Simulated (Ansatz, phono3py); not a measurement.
# PbSe (Clausthalite, Fm-3m): thermal conductivity with phono3py, part 4 of 5

The second- and third-order constants of PbSe (Clausthalite) come from an earlier supercell run; what does phono3py make of them?

What experiment has found for this phase:
- thermal conductivity 2 W/m/K near room temperature (given in “Combining the AFLOW GIBBS and Elastic Libraries to efficiently and robustly screen thermo-mechanical properties of solids”, 2017, arXiv:1611.05714)
- thermal conductivity 2 W/m/K near room temperature (given in “Predicting the lattice thermal conductivity of solids by solving the Boltzmann transport equation: AFLOW - AAPL an automated, accurate and efficient framework”, 2017, arXiv:1611.05481)

Ansatz 0.2.0 and phono3py 4.10.0; DFT r2SCAN, scalar-relativistic, plane waves, PAW (the session's first sound run).

So far, κ at 300 K (W/m/K): step 3 (relaxation-time solution) 0.942; step 16 (solver LBTE) 1.13; step 17 (solver RTA with coherences (SMM19)) 1.09; step 18 (delta function Gaussian, sigma 0.03 THz) 0.943; step 19 (delta function Gaussian, sigma 0.4 THz) 0.909.

## Step 20: Two-phonon phase space, third order supercell 3×3×3, supercell 6×6×6

Level of this step: DFT r2SCAN, scalar-relativistic, plane waves, PAW; phono3py on Ansatz's force constants (phono3py).

The two-phonon density of states counts the channels open to a mode, without matrix elements.

File phono3py.yaml:

```yaml
phono3py:
  version: "4.10.0"
  frequency_unit_conversion_factor: 15.633302
  symmetry_tolerance: 1.00000e-05

physical_unit:
  atomic_mass: "AMU"
  length: "angstrom"

space_group:
  type: "Fm-3m"
  number: 225
  Hall_symbol: "-F 4 2 3"

primitive_matrix:
- [  1.000000000000000,  0.000000000000000,  0.000000000000000 ]
- [  0.000000000000000,  1.000000000000000,  0.000000000000000 ]
- [  0.000000000000000,  0.000000000000000,  1.000000000000000 ]

supercell_matrix:
- [   3,   0,   0 ]
- [   0,   3,   0 ]
- [   0,   0,   3 ]

# [primitive_cell block left out]
unit_cell:
  lattice:
  - [     0.000000000000000,     3.089013057700000,     3.089013057700000 ] # a
  - [     3.089013057700000,     0.000000000000000,     3.089013057700000 ] # b
  - [     3.089013057700000,     3.089013057700000,     0.000000000000000 ] # c
  points:
  - symbol: Pb # 1
    coordinates: [  0.000000000000000,  0.000000000000000,  0.000000000000000 ]
    mass: 207.200000
    reduced_to: 1
  - symbol: Se # 2
    coordinates: [  0.500000000000000,  0.500000000000000,  0.500000000000000 ]
    mass: 78.971000
    reduced_to: 2

# [supercell block left out]
phonon_supercell_matrix:
- [   6,   0,   0 ]
- [   0,   6,   0 ]
- [   0,   0,   6 ]

# [phonon_primitive_cell block left out]
# [phonon_supercell block left out]
nac:
  born_effective_charge:
  - # 1 (Pb)
    - [  4.833313251020964,  0.000000000000000,  0.000000000000000 ]
    - [  0.000000000000000,  4.833313251020963,  0.000000000000000 ]
    - [  0.000000000000000,  0.000000000000000,  4.833313251020965 ]
  - # 2 (Se)
    - [ -4.833313251020964,  0.000000000000000,  0.000000000000000 ]
    - [  0.000000000000000, -4.833313251020963,  0.000000000000000 ]
    - [  0.000000000000000,  0.000000000000000, -4.833313251020965 ]
  dielectric_constant:
    - [ 17.013646291544731,  0.000000000000000,  0.000000000000000 ]
    - [  0.000000000000000, 17.013646291544731,  0.000000000000000 ]
    - [  0.000000000000000,  0.000000000000000, 17.013646291544731 ]
  unit_conversion_factor: 14.399645
```

Command:

```
$ phono3py phono3py.yaml --mesh 21 21 21 --jdos --gp 0 --num-freq-points 80
```

What it wrote:

```text
[banner, memory and clock lines left out]
Rust backend (phonors) using rayon (8 threads).
Running in phono3py.load mode.
Spglib version 2.8.0
----------------------------- General settings -----------------------------
Run mode: jdos
HDF5 data compression filter: gzip
Crystal structure was read from "phono3py.yaml".
Supercell (dim): [3 3 3]
Phonon supercell (dim-fc2): [6 6 6]
Primitive matrix:
  [1. 0. 0.]
  [0. 1. 0.]
  [0. 0. 1.]
Spacegroup: Fm-3m (225)
Use -v option to watch primitive cell, unit cell, and supercell structures.
NAC parameters were read from "phono3py.yaml".
fc3 was read from "fc3.hdf5".
fc2 was read from "fc2.hdf5".
----------------------------- Force constants ------------------------------
Max drift of fc3: 0.00000200 (yyy) 0.00000200 (yyy) 0.00000200 (yyy)
Max drift of fc2: -0.00000900 (yy) -0.00000900 (yy)
--------------------------- Calculation settings ---------------------------
Non-analytical term correction (NAC): True
NAC unit conversion factor:  14.39964
BZ integration: Tetrahedron-method
Cutoff frequency: 0.01
Number of frequency sampling points: 80
Mesh sampling: [ 21 21 21 ]
Generating grid system ... [ 21 21 21 ]
  PRB 50, 13035(R) (1994), PRB 55, 10355 (1997)
  G-cutoff distance: 1.07, Number of G-points: 307, Lambda: 0.46
--------------------------------- Joint DOS ---------------------------------
Running harmonic phonon calculations...
======================= Grid point 0 (1/1) =======================
q-point: ( 0.00  0.00  0.00)
Number of triplets: 286
Frequency
  -0.003
  -0.003
  -0.003
   0.401
   0.401
   0.401
Tetrahedron method is used.
Calculations at 80 frequency points are divided into 8 batches.
1/8: [ 1  2  3  4  5  6  7  8  9 10]
2/8: [11 12 13 14 15 16 17 18 19 20]
3/8: [21 22 23 24 25 26 27 28 29 30]
4/8: [31 32 33 34 35 36 37 38 39 40]
5/8: [41 42 43 44 45 46 47 48 49 50]
6/8: [51 52 53 54 55 56 57 58 59 60]
7/8: [61 62 63 64 65 66 67 68 69 70]
8/8: [71 72 73 74 75 76 77 78 79 80]
JDOS is written into "jdos-m212121-g0.dat".
```

Wall time 5.9 s (8 threads of Arm Neoverse N1, shared host); peak memory 0.13 GiB.

The joint density of states at Gamma has structure finer than the step of the table below, so its rows give means over 0.5 THz, whole bins alone (the curve runs from 0 to 9.16 THz). Peaks (THz: height): absorption class 0.12: 16.3, 0.93: 23.2; decay class 2.67: 7.71, 3.59: 9.02, 4.75: 9.57.

The joint density of states at Gamma by frequency; means over each step:

```tsv
frequency (THz)	absorption class (1/THz)	decay class (1/THz)
0.5	9.88	0.0286
1.0	17.5	0.173
1.5	10.4	0.504
2.0	8.20	1.82
2.5	4.71	5.12
3.0	2.62	5.24
3.5	0.896	7.64
4.0	0.212	7.90
4.5	0	8.58
5.0	0	9.07
5.5	0	7.81
6.0	0	5.62
6.5	0	4.63
7.0	0	3.36
7.5	0	2.31
8.0	0	1.16
8.5	0	0.496
```

## Step 21: Without the dipole term, third order supercell 3×3×3, supercell 6×6×6

Dropping the dipole term tests how much its part of the interpolation matters for κ.

phono3py.yaml is that of step 20.

Command:

```
$ phono3py phono3py.yaml --mesh 17 17 17 --br --isotope --nonac --ts 100 300 600
```

What it wrote:

```text
Rust backend (phonors) using rayon (8 threads).
Running in phono3py.load mode.
Spglib version 2.8.0
----------------------------- General settings -----------------------------
Run mode: conductivity-RTA
HDF5 data compression filter: gzip
Crystal structure was read from "phono3py.yaml".
Supercell (dim): [3 3 3]
Phonon supercell (dim-fc2): [6 6 6]
Primitive matrix:
  [1. 0. 0.]
  [0. 1. 0.]
  [0. 0. 1.]
Spacegroup: Fm-3m (225)
Use -v option to watch primitive cell, unit cell, and supercell structures.
fc3 was read from "fc3.hdf5".
fc2 was read from "fc2.hdf5".
----------------------------- Force constants ------------------------------
Max drift of fc3: 0.00000200 (yyy) 0.00000200 (yyy) 0.00000200 (yyy)
Max drift of fc2: -0.00000900 (yy) -0.00000900 (yy)
--------------------------- Calculation settings ---------------------------
BZ integration: Tetrahedron-method
Temperature:  100.0  300.0  600.0
Cutoff frequency: 0.01
Mesh sampling: [ 17 17 17 ]
Generating grid system ... [ 17 17 17 ]
fc3-r2q-transformation over three atoms: True
--------------------------- Phonon calculations ----------------------------
Running harmonic phonon calculations...
-------------------- Lattice thermal conductivity (RTA) --------------------
Running heat capacity calculations...
Running velocity calculations...
Running isotope scattering calculations with tetrahedron method...
======================= Grid point 0 (1/165) =======================
q-point: ( 0.00  0.00  0.00)
Boundary mean free path (millimeter): 1000.000
Mass variance parameters: 1.94e-05 4.63e-04
Number of triplets: 165
Frequency     group velocity (x, y, z)     |gv|
  -0.003   (   0.000    0.000    0.000)    0.000
  -0.003   (   0.000    0.000    0.000)    0.000
  -0.003   (   0.000    0.000    0.000)    0.000
   0.401   (   0.000    0.000    0.000)    0.000
   0.401   (   0.000    0.000    0.000)    0.000
   0.401   (   0.000    0.000    0.000)    0.000
======================= Grid point 1 (2/165) =======================
q-point: ( 0.06  0.00  0.00)
Boundary mean free path (millimeter): 1000.000
Mass variance parameters: 1.94e-05 4.63e-04
Number of triplets: 489
Frequency     group velocity (x, y, z)     |gv|
   0.318   ( -10.032   10.032   10.032)   17.375
   0.318   ( -10.032   10.032   10.032)   17.375
   0.523   ( -17.757   17.757   17.757)   30.756
   1.103   ( -31.888   31.888   31.888)   55.231
   1.103   ( -31.888   31.888   31.888)   55.231
   2.031   ( -63.526   63.526   63.526)  110.031
[162 grid points left out]
======================= Grid point 1322 (165/165) =======================
q-point: ( 0.71  0.47  0.24)
Boundary mean free path (millimeter): 1000.000
Mass variance parameters: 1.94e-05 4.63e-04
Number of triplets: 1305
Frequency     group velocity (x, y, z)     |gv|
   1.267   (   0.000    4.527    0.096)    4.528
   1.321   (  -0.000   -3.566   -2.646)    4.441
   2.010   (   0.000    1.900   -4.251)    4.656
   2.171   (   0.000    5.873    0.826)    5.931
   2.327   (  -0.000   -4.046  -19.411)   19.828
   3.770   (   0.000    2.657   -1.323)    2.968
=================== End of collection of collisions ===================
----------- Thermal conductivity (W/m-k) with tetrahedron method -----------
#  T(K)        xx         yy         zz         yz         xz         xy
  100.0       2.959      2.959      2.959     -0.000     -0.000      0.000
  300.0       1.025      1.025      1.025     -0.000     -0.000      0.000
  600.0       0.515      0.515      0.515     -0.000     -0.000      0.000

Thermal conductivity related properties were written into
"kappa-m171717.hdf5".
Summary of calculation was written in "phono3py.yaml".
```

The job ended after 28 s (8 threads; peak memory 0.14 GiB).

This step gave:

| Item | Value |
| --- | --- |
| κ at 300 K | 1.025 W/m/K |
| κ xx, yy, zz at 300 K | 1.025, 1.025, 1.025 W/m/K |

W/m/K. Kappa, by row:

```tsv
T (K)	xx	yy	zz	yz	xz	xy
100	2.959	2.959	2.959	0	0	0
300	1.025	1.025	1.025	0	0	0
600	0.5154	0.5154	0.5154	0	0	0
```

κ at 300 K goes from 0.942 to 1.02 W/(m K). Only the interpolation between the solved wavevectors changes, and the fewer these are, the more it matters.

## Step 22: A changed mass, third order supercell 3×3×3, supercell 6×6×6

Changing one mass at fixed force constants separates the effect of mass from that of bonding.

phono3py.yaml is that of step 21.

Command:

```
$ phono3py phono3py.yaml --mesh 17 17 17 --br --mass 207.200 236.913 --ts 100 300 600
```

What it wrote:

```text
[banner, memory and clock lines left out]
Rust backend (phonors) using rayon (8 threads).
Running in phono3py.load mode.
Spglib version 2.8.0
----------------------------- General settings -----------------------------
Run mode: conductivity-RTA
HDF5 data compression filter: gzip
Crystal structure was read from "phono3py.yaml".
Supercell (dim): [3 3 3]
Phonon supercell (dim-fc2): [6 6 6]
Primitive matrix:
  [1. 0. 0.]
  [0. 1. 0.]
  [0. 0. 1.]
Spacegroup: Fm-3m (225)
Use -v option to watch primitive cell, unit cell, and supercell structures.
NAC parameters were read from "phono3py.yaml".
fc3 was read from "fc3.hdf5".
fc2 was read from "fc2.hdf5".
----------------------------- Force constants ------------------------------
Max drift of fc3: 0.00000200 (yyy) 0.00000200 (yyy) 0.00000200 (yyy)
Max drift of fc2: -0.00000900 (yy) -0.00000900 (yy)
--------------------------- Calculation settings ---------------------------
Non-analytical term correction (NAC): True
NAC unit conversion factor:  14.39964
BZ integration: Tetrahedron-method
Temperature:  100.0  300.0  600.0
Cutoff frequency: 0.01
Mesh sampling: [ 17 17 17 ]
Generating grid system ... [ 17 17 17 ]
fc3-r2q-transformation over three atoms: True
--------------------------- Phonon calculations ----------------------------
  PRB 50, 13035(R) (1994), PRB 55, 10355 (1997)
  G-cutoff distance: 1.07, Number of G-points: 307, Lambda: 0.46
Running harmonic phonon calculations...
-------------------- Lattice thermal conductivity (RTA) --------------------
Running heat capacity calculations...
Running velocity calculations...
======================= Grid point 0 (1/165) =======================
q-point: ( 0.00  0.00  0.00)
Boundary mean free path (millimeter): 1000.000
Number of triplets: 165
Frequency     group velocity (x, y, z)     |gv|
  -0.003   (   0.000    0.000    0.000)    0.000
  -0.003   (   0.000    0.000    0.000)    0.000
  -0.003   (   0.000    0.000    0.000)    0.000
   0.289   (   0.000    0.000    0.000)    0.000
   0.289   (   0.000    0.000    0.000)    0.000
   0.289   (   0.000    0.000    0.000)    0.000
======================= Grid point 1 (2/165) =======================
q-point: ( 0.06  0.00  0.00)
Boundary mean free path (millimeter): 1000.000
Number of triplets: 489
Frequency     group velocity (x, y, z)     |gv|
   0.278   (  -9.108    9.108    9.108)   15.775
   0.278   (  -9.108    9.108    9.108)   15.775
   0.422   ( -14.334   14.334   14.334)   24.828
   0.699   ( -19.448   19.448   19.448)   33.686
   0.699   ( -19.448   19.448   19.448)   33.686
   3.078   (  -0.906    0.906    0.906)    1.570
[162 grid points left out]
======================= Grid point 1322 (165/165) =======================
q-point: ( 0.71  0.47  0.24)
Boundary mean free path (millimeter): 1000.000
Number of triplets: 1305
Frequency     group velocity (x, y, z)     |gv|
   1.252   (  -0.000    5.048    0.278)    5.056
   1.297   (  -0.000    2.418   -0.049)    2.419
   1.310   (   0.000   -4.025   -1.443)    4.276
   1.355   (  -0.000   -1.064   -9.115)    9.177
   2.007   (  -0.000    5.848   -7.080)    9.183
   2.179   (   0.000   -2.517   -1.000)    2.709
=================== End of collection of collisions ===================
----------- Thermal conductivity (W/m-k) with tetrahedron method -----------
#  T(K)        xx         yy         zz         yz         xz         xy
  100.0       5.865      5.865      5.865     -0.000     -0.000      0.000
  300.0       1.965      1.965      1.965     -0.000     -0.000      0.000
  600.0       0.983      0.983      0.983     -0.000     -0.000      0.000

Thermal conductivity related properties were written into
"kappa-m171717.hdf5".
Summary of calculation was written in "phono3py.yaml".
```

Elapsed: 25 s, on 8 threads; peak memory 0.13 GiB.

Numbers from this step:

| Quantity | Value |
| --- | --- |
| κ at 300 K | 1.965 W/m/K |
| κ xx, yy, zz at 300 K | 1.965, 1.965, 1.965 W/m/K |

W/m/K. Kappa, by row:

```tsv
T (K)	xx	yy	zz	yz	xz	xy
100	5.865	5.865	5.865	0	0	0
300	1.965	1.965	1.965	0	0	0
600	0.9828	0.9828	0.9828	0	0	0
```

Without isotope scattering in either run, κ at 300 K goes from 0.945 to 1.97 W/(m K).

(Continued in part 5 of 5.)

[Logs are printed without paths, hosts, clocks, repeated set-up lines and the standing remarks that a program may print on its own settings, such as how far it seeks lower states.]

[Hosts, paths, dates, database ids (printed as entryN), source tags and the programs' standing remarks are cut or masked in the printed files.]

[A step with changed settings may run another functional than the one named; its input shows which.]
